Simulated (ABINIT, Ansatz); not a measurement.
## Quasiparticle gap of Al2O3 (Corundum) in ABINIT

Wanted: ground state, empty states, screening and self-energy for Al2O3 (Corundum).

Program: ABINIT 10.8.3. Level of theory: PBE and many-body steps on it, plane waves. Results are calculated unless marked as measured.

**The experiments to reproduce.**

- Gap 8.7 eV: optical band gap of host from absorption; optical absorption, quoted from earlier work; bulk crystal (high-purity reference sample) (quoted in “Multi-petahertz electron interference in Cr:Al2O3 solid-state material”, 2018, pmc:5906618).

### Step 1. The structure

Symmetry: R-3c, No. 167, trigonal system. The conventional cell has a = 4.760 Å, b = 4.760 Å, c = 12.996 Å, α = 90.00°, β = 90.00°, γ = 120.00°. Nearest to Al lie 6 O at 1.85 to 1.97 Å. Nearest to O lie 4 Al at 1.85 to 1.97 Å. Farther neighbours and most contacts between anions are not listed.

The cell and positions come from the Crystallography Open Database and are kept as given unless a step says otherwise.

### Step 2. Ground state

This step: ABINIT 10.8.3; DFT, PBE, plane waves, norm-conserving pseudopotentials.

The ground-state density comes first.

The input, run.abi:

```
acell 3*1.0 Angstrom
rprim 
  2.380249999995 1.374237978213 4.331866666707
  -2.380249999995 1.374237978213 4.331866666707
  -0.000000000000 -2.748475956495 4.331866666685
ntypat 2
znucl 13 8
natom 10
typat 1 1 1 1 2 2 2 2 2 2
xred 
  0.352160000000 0.352160000000 0.352160000000
  0.147840000000 0.147840000000 0.147840000000
  0.647840000000 0.647840000000 0.647840000000
  0.852160000000 0.852160000000 0.852160000000
  0.556680000000 0.943320000000 0.250000000000
  0.250000000000 0.556680000000 0.943320000000
  0.943320000000 0.250000000000 0.556680000000
  0.443320000000 0.056680000000 0.750000000000
  0.750000000000 0.443320000000 0.056680000000
  0.056680000000 0.750000000000 0.443320000000
pp_dirpath "pseudos"
pseudos "Al.upf, O.upf"
ecut 36
ngkpt 6 6 6
nshiftk 1
shiftk 0 0 0
kptopt 1
chksymbreak 0
nband 33
occopt 1
tolvrs 1e-10
nstep 60
prtwf 0
optforces 0
optstress 0
indata_prefix "in"
outdata_prefix "out"
tmpdata_prefix "tmp"
```

Launch:

```console
$ OMP_NUM_THREADS=1 mpirun -n 4 abinit run.abi > log
```

Numbers of over 12 decimals in the logs are rounded to 6 here.

Output:

```text
.Version 10.8.3 of ABINIT. v10.8.2 released Aug 2026.

 Symmetries : space group R-3 c (#167); Bravais hR (rhombohedral)
================================================================================
 Values of the parameters that define the memory need of the present run
     intxc =       0    ionmov =       0      iscf =       7    lmnmax =       6
     lnmax =       6     mgfft =      54  mpssoang =       3    mqgrid =    3001
     natom =      10  nloc_mem =       1    nspden =       1   nspinor =       1
    nsppol =       1      nsym =      12    n1xccc =    2501    ntypat =       2
    occopt =       1   xclevel =       2
-    mband =          33        mffmem =           1         mkmem =           8
       mpw =        5939          nfft =      157464          nkpt =          32
================================================================================
  Rough estimation (10% accuracy) of disk space for files :
================================================================================

--------------------------------------------------------------------------------
------------- Echo of variables that govern the present computation ------------
--------------------------------------------------------------------------------
 -outvars: echo values of preprocessed input variables --------
            acell      1.8897261259E+00  1.8897261259E+00  1.8897261259E+00 Bohr

      chksymbreak           0
             ecut      3.60000000E+01 Hartree
-          fftalg         312

              ixc     -101130
              kpt      0.00000000E+00  0.00000000E+00  0.00000000E+00
                       1.66666667E-01  0.00000000E+00  0.00000000E+00
                       3.33333333E-01  0.00000000E+00  0.00000000E+00
                       5.00000000E-01  0.00000000E+00  0.00000000E+00
                       1.66666667E-01  1.66666667E-01  0.00000000E+00
                       3.33333333E-01  1.66666667E-01  0.00000000E+00
                       5.00000000E-01  1.66666667E-01  0.00000000E+00
                      -3.33333333E-01  1.66666667E-01  0.00000000E+00
                      -1.66666667E-01  1.66666667E-01  0.00000000E+00
   [... 21 further rows ...]
                      -3.33333333E-01  5.00000000E-01  3.33333333E-01
                       5.00000000E-01  5.00000000E-01  5.00000000E-01
         kptrlatt        6    0    0      0    6    0      0    0    6
          kptrlen      5.39762473E+01
P           mkmem           8
            natom          10
            nband          33
            ngfft          54      54      54
             nkpt          32
            nstep          60
             nsym          12
           ntypat           2
              occ      2.000000  2.000000  2.000000  2.000000  2.000000  2.000000
                       2.000000  2.000000  2.000000  2.000000  2.000000  2.000000
                       2.000000  2.000000  2.000000  2.000000  2.000000  2.000000
                       2.000000  2.000000  2.000000  2.000000  2.000000  2.000000
                       0.000000  0.000000  0.000000  0.000000  0.000000  0.000000
[...]
optforces           0
        optstress           0
            prtwf           0
            rprim      2.3802500000E+00  1.3742379782E+00  4.3318666667E+00
[...]
spgroup         167

           tolvrs      1.00000000E-10

             xred      3.5216000000E-01  3.5216000000E-01  3.5216000000E-01
[...]
znucl       13.00000    8.00000

================================================================================

 chkinp: Checking input parameters for consistency.

================================================================================
== DATASET  1 ==================================================================
-   mpi_nproc: 4, omp_nthreads: 1 (-1 if OMP is not activated)

--- !DatasetInfo
iteration_state: {dtset: 1, }
dimensions: {natom: 10, nkpt: 32, mband: 33, nsppol: 1, nspinor: 1, nspden: 1, mpw: 5939, }
cutoff_energies: {ecut:  36.0, pawecutdg:  -1.0, }
electrons: {nelect:   4.80000000E+01, charge:   0.00000000E+00, occopt:   1.00000000E+00, tsmear:   1.00000000E-02, }

 Real(R)+Recip(G) space primitive vectors, cartesian coordinates (Bohr,Bohr^-1):
 R(1)=  4.4980206  2.5969334  8.1860416  G(1)=  0.1111600  0.0641783  0.0407197
 R(2)= -4.4980206  2.5969334  8.1860416  G(2)= -0.1111600  0.0641783  0.0407197
 R(3)=  0.0000000 -5.1938668  8.1860416  G(3)=  0.0000000 -0.1283565  0.0407197
 Unit cell volume ucvol=  5.7372986E+02 bohr^3
 Angles (23,13,12)=  5.52866708E+01  5.52866708E+01  5.52866708E+01 degrees

 getcut: wavevector=  0.0000  0.0000  0.0000  ngfft=  54  54  54
         ecut(hartree)=     36.000   => boxcut(ratio)=   2.06269

--- Pseudopotential description ------------------------------------------------
- Al Generated using ONCVPSP code by D. R. Hamann
- 13.00000   3.00000  171031                  znucl, zion, pspdat
12 -101130 2 -1 1876                          pspcod,pspxc,lmax,lloc,mmax
     nproj     2     2     2
  pspatm : epsatm=    4.08140545
         --- l  ekb(1:nproj) -->
[...]
pspatm: atomic psp has been read  and splines computed

- O Generated using ONCVPSP code by D. R. Hamann
-  8.00000   6.00000  171031                  znucl, zion, pspdat
12 -101130 2 -1 936                           pspcod,pspxc,lmax,lloc,mmax
     nproj     2     2     1
  pspatm : epsatm=    6.19545534
         --- l  ekb(1:nproj) -->
[...]
2   -1.331955
 pspatm: atomic psp has been read  and splines computed

   2.56792098E+03                                ecore*ucvol(ha*bohr**3)
--------------------------------------------------------------------------------

_setup2: Arith. and geom. avg. npw (full set) are    5919.005    5918.995

================================================================================

--- !BeginCycle
iteration_state: {dtset: 1, }
solver: {iscf: 7, nstep: 60, nline: 4, wfoptalg: 0, }
tolerances: {tolvrs: 1.00E-10, }

     iter   Etot(hartree)      deltaE(h)  residm     vres2
 ETOT  1  -108.56861779561    -1.086E+02 9.232E-02 1.524E+03
 ETOT  2  -108.71438328984    -1.458E-01 4.345E-02 1.233E+03
 ETOT  3  -109.11643316919    -4.020E-01 1.922E-02 4.671E+00
 ETOT  4  -109.11824809159    -1.815E-03 6.059E-03 1.559E-02
 ETOT  5  -109.11825252940    -4.438E-06 3.205E-03 9.578E-04
 ETOT  6  -109.11825269330    -1.639E-07 2.573E-03 5.364E-06
 ETOT  7  -109.11825269392    -6.176E-10 8.856E-04 4.549E-07
 ETOT  8  -109.11825269401    -8.500E-11 8.923E-04 1.067E-08
 ETOT  9  -109.11825269401    -3.126E-13 3.660E-04 2.557E-10
 ETOT 10  -109.11825269401    -2.785E-12 2.600E-04 1.040E-11

 At SCF step   10       vres2   =  1.04E-11 < tolvrs=  1.00E-10 =>converged.

--- !ResultsGS
iteration_state: {dtset: 1, }
comment   : Summary of ground state results
lattice_vectors:
- [  4.4980206,   2.5969334,   8.1860416, ]
- [ -4.4980206,   2.5969334,   8.1860416, ]
- [ -0.0000000,  -5.1938668,   8.1860416, ]
lattice_lengths: [   9.69472,    9.69472,    9.69472, ]
lattice_angles: [ 55.287,  55.287,  55.287, ] # degrees, (23, 13, 12)
lattice_volume:   5.7372986E+02
convergence: {deltae: -2.785E-12, res2:  1.040E-11, residm:  2.600E-04, diffor:  0.000E+00, }
etotal    :  -1.09118253E+02
entropy   :   0.00000000E+00
fermie    :   1.90422253E-01
cartesian_stress_tensor: null
pressure_GPa: null
xred      :
- [  3.5216E-01,   3.5216E-01,   3.5216E-01, Al]
- [  1.4784E-01,   1.4784E-01,   1.4784E-01, Al]
- [  6.4784E-01,   6.4784E-01,   6.4784E-01, Al]
- [  8.5216E-01,   8.5216E-01,   8.5216E-01, Al]
- [  5.5668E-01,   9.4332E-01,   2.5000E-01,  O]
- [  2.5000E-01,   5.5668E-01,   9.4332E-01,  O]
- [  9.4332E-01,   2.5000E-01,   5.5668E-01,  O]
- [  4.4332E-01,   5.6680E-02,   7.5000E-01,  O]
- [  7.5000E-01,   4.4332E-01,   5.6680E-02,  O]
- [  5.6680E-02,   7.5000E-01,   4.4332E-01,  O]
cartesian_forces: null
force_length_stats: {min: null, max: null, mean: null, }

 Integrated electronic density in atomic spheres:
 ------------------------------------------------
 Atom  Sphere_radius  Integrated_density
[...]
================================================================================

 ----iterations are completed or convergence reached----

 Mean square residual over all n,k,spin=   27.214E-07; max=  26.000E-05
 reduced coordinates (array xred) for   10 atoms
[...]
0.250000000000      0.556680000000      0.943320000000
       0.943320000000      0.250000000000      0.556680000000
       0.443320000000      0.056680000000      0.750000000000
       0.750000000000      0.443320000000      0.056680000000
       0.056680000000      0.750000000000      0.443320000000
 rms dE/dt=  0.0000E+00; max dE/dt=  0.0000E+00; dE/dt below (all hartree)
    1       0.000000000000      0.000000000000      0.000000000000
    2       0.000000000000      0.000000000000      0.000000000000
    3       0.000000000000      0.000000000000      0.000000000000
    4       0.000000000000      0.000000000000      0.000000000000
    5       0.000000000000      0.000000000000      0.000000000000
    6       0.000000000000      0.000000000000      0.000000000000
    7       0.000000000000      0.000000000000      0.000000000000
    8       0.000000000000      0.000000000000      0.000000000000
    9       0.000000000000      0.000000000000      0.000000000000
   10       0.000000000000      0.000000000000      0.000000000000

 cartesian coordinates (angstrom) at end:
[...]
6     -0.729975    -1.484122     7.580767
    7      1.650275     0.109884     7.580767
    8      0.920300    -1.374238     5.414833
    9      0.729975     1.484122     5.414833
   10     -1.650275    -0.109884     5.414833
 length scales=  1.889726125908  1.889726125908  1.889726125908 bohr
              =  1.000000000000  1.000000000000  1.000000000000 angstroms
 prteigrs : about to open file out_EIG
 Fermi (or HOMO) energy (hartree) =   0.19042   Average Vxc (hartree)=  -0.42200
 Eigenvalues (hartree) for nkpt=  32  k points:
 kpt#   1, nband= 33, wtk=  0.00463, kpt=  0.0000  0.0000  0.0000 (reduced coord)
  -0.51404   -0.42818   -0.41791   -0.41791   -0.40624   -0.40624   -0.06247   -0.02571
  -0.01292   -0.01292    0.02849    0.03206    0.03206    0.06905    0.08213    0.13786
   0.13786    0.14281    0.14281    0.17247    0.17247    0.18878    0.18878    0.19042
   0.42070    0.52806    0.58648    0.61540    0.61540    0.62103    0.64669    0.64670
   0.64831
 prteigrs : prtvol=0 or 1, do not print more k-points.

--- !EnergyTerms
iteration_state     : {dtset: 1, }
comment             : Components of total free energy in Hartree
kinetic             :  7.20682127625938E+01
hartree             :  2.66734646915443E+01
xc                  : -3.01908344679662E+01
Ewald energy        : -8.81149730954744E+01
psp_core            :  4.47583638932495E+00
local_psp           : -7.93092830893802E+01
non_local_psp       : -1.47206758846520E+01
total_energy        : -1.09118252694010E+02
total_energy_eV     : -2.96925892054326E+03
band_energy         : -2.03056298659786E+00

== END DATASET(S) ==============================================================
================================================================================

 -outvars: echo values of variables after computation  --------
           etotal     -1.0911825269E+02
            nband          33
             nkpt          32
          spgroup         167
 [... the other variables as echoed above ...]

 Calculation completed.
```

It took 70 s on 4 MPI ranks of Arm Neoverse V2, shared host; peak memory 0.47 GiB; 4.6 min of CPU time.

This step gave:

* total energy: -2969.2589 eV
* gap: 6.266 eV
* k of the valence top: 0, 0, 0
* k of the conduction bottom: 0, 0, 0
* least direct gap: 6.266 eV

The gap is direct, at Γ.

### Step 3. Empty states on the mesh, 2×2×2 mesh, 178 bands

The sums over transitions need many empty states on a uniform mesh; this step solves for them.

run.abi, as its differences from that of step 2:

```diff
@@ -23,3 +23,3 @@
 ecut 36
-ngkpt 6 6 6
+ngkpt 2 2 2
 nshiftk 1
@@ -28,9 +28,10 @@
 chksymbreak 0
-nband 33
-occopt 1
-tolvrs 1e-10
+iscf -2
+irdden 1
+istwfk *1
+nband 178
+nbdbuf 16
+tolwfr 1e-09
 nstep 60
-prtwf 0
-optforces 0
-optstress 0
+prtvol 0
 indata_prefix "in"
```

Output:

```text
.Version 10.8.3 of ABINIT. v10.8.2 released Aug 2026.

 Symmetries : space group R-3 c (#167); Bravais hR (rhombohedral)
[... echo of the input left out ...]
== DATASET  1 ==================================================================
-   mpi_nproc: 4, omp_nthreads: 1 (-1 if OMP is not activated)

--- !DatasetInfo
iteration_state: {dtset: 1, }
dimensions: {natom: 10, nkpt: 4, mband: 178, nsppol: 1, nspinor: 1, nspden: 1, mpw: 5936, }
cutoff_energies: {ecut:  36.0, pawecutdg:  -1.0, }
electrons: {nelect:   4.80000000E+01, charge:   0.00000000E+00, occopt:   1.00000000E+00, tsmear:   1.00000000E-02, }

 Real(R)+Recip(G) space primitive vectors, cartesian coordinates (Bohr,Bohr^-1):
 R(1)=  4.4980206  2.5969334  8.1860416  G(1)=  0.1111600  0.0641783  0.0407197
 R(2)= -4.4980206  2.5969334  8.1860416  G(2)= -0.1111600  0.0641783  0.0407197
 R(3)=  0.0000000 -5.1938668  8.1860416  G(3)=  0.0000000 -0.1283565  0.0407197
 Unit cell volume ucvol=  5.7372986E+02 bohr^3
 Angles (23,13,12)=  5.52866708E+01  5.52866708E+01  5.52866708E+01 degrees

 getcut: wavevector=  0.0000  0.0000  0.0000  ngfft=  54  54  54
         ecut(hartree)=     36.000   => boxcut(ratio)=   2.06269

--- Pseudopotential description ------------------------------------------------
- Al Generated using ONCVPSP code by D. R. Hamann
- 13.00000   3.00000  171031                  znucl, zion, pspdat
12 -101130 2 -1 1876                          pspcod,pspxc,lmax,lloc,mmax
     nproj     2     2     2
  pspatm : epsatm=    4.08140545
         --- l  ekb(1:nproj) -->
             0    5.126667    0.728291
             1    7.287548    0.832437
             2   -2.770497   -0.637722
 pspatm: atomic psp has been read  and splines computed

- O Generated using ONCVPSP code by D. R. Hamann
-  8.00000   6.00000  171031                  znucl, zion, pspdat
12 -101130 2 -1 936                           pspcod,pspxc,lmax,lloc,mmax
     nproj     2     2     1
  pspatm : epsatm=    6.19545534
         --- l  ekb(1:nproj) -->
[...]
2   -1.331955
 pspatm: atomic psp has been read  and splines computed

--------------------------------------------------------------------------------

================================================================================
 prteigrs : about to open file out_EIG
 Non-SCF case, kpt    1 (  0.00000  0.00000  0.00000), residuals and eigenvalues=
  2.14E-10  1.82E-10  4.57E-10  8.77E-10  1.47E-10  9.27E-10  2.06E-10  8.88E-10
  7.73E-11  3.95E-10  5.83E-11  1.63E-10  7.15E-10  7.03E-11  1.04E-10  8.06E-11
  3.80E-10  8.73E-11  7.81E-10  1.38E-10  2.63E-10  6.19E-11  4.17E-10  3.58E-10
[...]
6.79E-04  2.07E-04
 -5.1404E-01 -4.2818E-01 -4.1791E-01 -4.1791E-01 -4.0624E-01 -4.0624E-01
 -6.2473E-02 -2.5715E-02 -1.2918E-02 -1.2918E-02  2.8486E-02  3.2059E-02
  3.2059E-02  6.9048E-02  8.2134E-02  1.3786E-01  1.3786E-01  1.4281E-01
[...]
2.7691E+00  2.7908E+00  2.8255E+00  2.8739E+00  2.9267E+00  2.9579E+00
  2.9632E+00  2.9633E+00  2.9651E+00  2.9901E+00  2.9922E+00  2.9923E+00
  3.0085E+00  3.0090E+00  3.0243E+00  3.0404E+00
 prteigrs : prtvol=0 or 1, do not print more k-points.

--- !ResultsGS
iteration_state: {dtset: 1, }
comment   : Summary of ground state results
lattice_vectors:
- [  4.4980206,   2.5969334,   8.1860416, ]
- [ -4.4980206,   2.5969334,   8.1860416, ]
- [ -0.0000000,  -5.1938668,   8.1860416, ]
lattice_lengths: [   9.69472,    9.69472,    9.69472, ]
lattice_angles: [ 55.287,  55.287,  55.287, ] # degrees, (23, 13, 12)
lattice_volume:   5.7372986E+02
convergence: {deltae:  0.000E+00, res2:  0.000E+00, residm:  9.959E-10, diffor:  0.000E+00, }
etotal    :  -1.09118253E+02
entropy   :   0.00000000E+00
fermie    :   1.90422253E-01
cartesian_stress_tensor: null
pressure_GPa: null
xred      :
- [  3.5216E-01,   3.5216E-01,   3.5216E-01, Al]
- [  1.4784E-01,   1.4784E-01,   1.4784E-01, Al]
- [  6.4784E-01,   6.4784E-01,   6.4784E-01, Al]
- [  8.5216E-01,   8.5216E-01,   8.5216E-01, Al]
- [  5.5668E-01,   9.4332E-01,   2.5000E-01,  O]
- [  2.5000E-01,   5.5668E-01,   9.4332E-01,  O]
- [  9.4332E-01,   2.5000E-01,   5.5668E-01,  O]
- [  4.4332E-01,   5.6680E-02,   7.5000E-01,  O]
- [  7.5000E-01,   4.4332E-01,   5.6680E-02,  O]
- [  5.6680E-02,   7.5000E-01,   4.4332E-01,  O]
cartesian_forces: null
force_length_stats: {min: null, max: null, mean: null, }

 Integrated electronic density in atomic spheres:
 ------------------------------------------------
 Atom  Sphere_radius  Integrated_density
[...]
================================================================================

 ----iterations are completed or convergence reached----

 Mean square residual over all n,k,spin=   38.882E-11; max=  99.589E-11
 reduced coordinates (array xred) for   10 atoms
[...]
0.750000000000      0.443320000000      0.056680000000
       0.056680000000      0.750000000000      0.443320000000

 cartesian coordinates (angstrom) at end:
    1      0.000000    -2.43e-11     4.576530
    2      0.000000    -1.02e-11     1.921270
[...]
9      0.729975     1.484122     5.414833
   10     -1.650275    -0.109884     5.414833
 length scales=  1.889726125908  1.889726125908  1.889726125908 bohr
              =  1.000000000000  1.000000000000  1.000000000000 angstroms
 prteigrs : about to open file out_EIG
 Eigenvalues (hartree) for nkpt=   4  k points:
 kpt#   1, nband=178, wtk=  0.12500, kpt=  0.0000  0.0000  0.0000 (reduced coord)
[...]
2.73978    2.76910    2.76910    2.79079    2.82553    2.87395    2.92667    2.95786
   2.96324    2.96327    2.96508    2.99007    2.99218    2.99228    3.00848    3.00902
   3.02429    3.04038
 prteigrs : prtvol=0 or 1, do not print more k-points.

== END DATASET(S) ==============================================================
================================================================================

 -outvars: echo values of variables after computation  --------
            nband         178
             nkpt           4
          spgroup         167
 [... the other variables as echoed above ...]

 Calculation completed.
```

Wall time 44 s (4 MPI ranks); peak memory 0.41 GiB; 2.9 min of CPU time.

This step gave:

```
gap                                                           : 6.266 eV
k of the valence top                                          : 0, 0, 0
k of the conduction bottom                                    : 0, 0, 0
least direct gap                                              : 6.266 eV
k points computed                                             : 4
lowest point of the top converged band, above the valence top : 69.1624 eV
```

On this mesh the gap is 6.266 eV.

(Part 1 of 2 ends here.)

[Paths, hosts, dates, memory and timing lines, banners, echoed tables and standing remarks are left out of the program output.]

[Logs are printed without paths, hosts, clocks, repeated set-up lines and the standing remarks that a program may print on its own settings, such as how far it seeks lower states.]

[Runs of the session that timed out or met a known fault of the program may be left out.]

[Hosts, paths, dates, database ids (printed as entryN), source tags and the programs' standing remarks are cut or masked in the printed files.]

[G0W0 gaps are taken among the corrected bands and points alone; a level outside them can change the order at an edge.]

[Where Ansatz stands beside ABINIT at settings called matched, ABINIT's density can come from a denser mesh and the files from another edition; pairs whose starting gaps differed by over 0.03 eV were left out, so agreement reads better than it is.]
